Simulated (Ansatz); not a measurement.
Two G0W0 runs on BaTiO3 (R3m).

```yaml
crystal:
  lattice:
    - [2.82737, 1.63238, 2.31839]
    - [-2.82737, 1.63238, 2.31839]
    - [0.00000, -3.26476, 2.31839]
  atoms:
    - { symbol: Ba, position: [0.00000, 0.00000, 0.00000] }
    - { symbol: Ti, position: [0.48450, 0.48450, 0.48450] }
    - { symbol: O, position: [0.50860, 0.50860, 0.01750] }
    - { symbol: O, position: [0.01750, 0.50860, 0.50860] }
    - { symbol: O, position: [0.50860, 0.01750, 0.50860] }
```

The cell and positions come from the Crystallography Open Database and are kept as given unless a step says otherwise. Spin-orbit coupling is left out unless a run names it.

The first (Ansatz 0.2.0; start LDA, 4×4×4 mesh, 757 empty bands, screening to 100 eV, PAW set soft_1 files; 1 × NVIDIA H100 80GB HBM3 (shared by 6 runs) with 3 threads of AMD EPYC 7R13 (Zen 3), shared host) gave, on its mesh: starting gap 2.35 eV, G0W0 gap 4.05 eV, RPA ε∞ (mean) 5.76, 38 s.

Q: The second changes empty bands from 757 to 145 and frequency model from contour deformation to plasmon pole. What does it give?

It gave: starting gap 2.35 eV, G0W0 gap 4.13 eV, RPA ε∞ (mean) 5.76, 19 s. The G0W0 gap moves by +0.08 eV, +0.00 eV from the start and +0.08 eV from the correction. Σc changes by +0.23 eV at the valence top and +0.31 eV at the conduction bottom, and Σx − Vxc between them by +0.00 eV.

Limits: not at the basis limit; no spin-orbit coupling; coarse k mesh.

[Paths, hosts, dates, memory and timing lines, banners, echoed tables and standing remarks are left out of the program output.]

[Logs are printed without paths, hosts, clocks, repeated set-up lines and the standing remarks that a program may print on its own settings, such as how far it seeks lower states.]

[Runs of the session that timed out or met a known fault of the program may be left out.]

[Cells called generated may have been cut or substituted from an entry of the Crystallography Open Database or the Materials Project.]

[Hosts, paths, dates, database ids (printed as entryN), source tags and the programs' standing remarks are cut or masked in the printed files.]
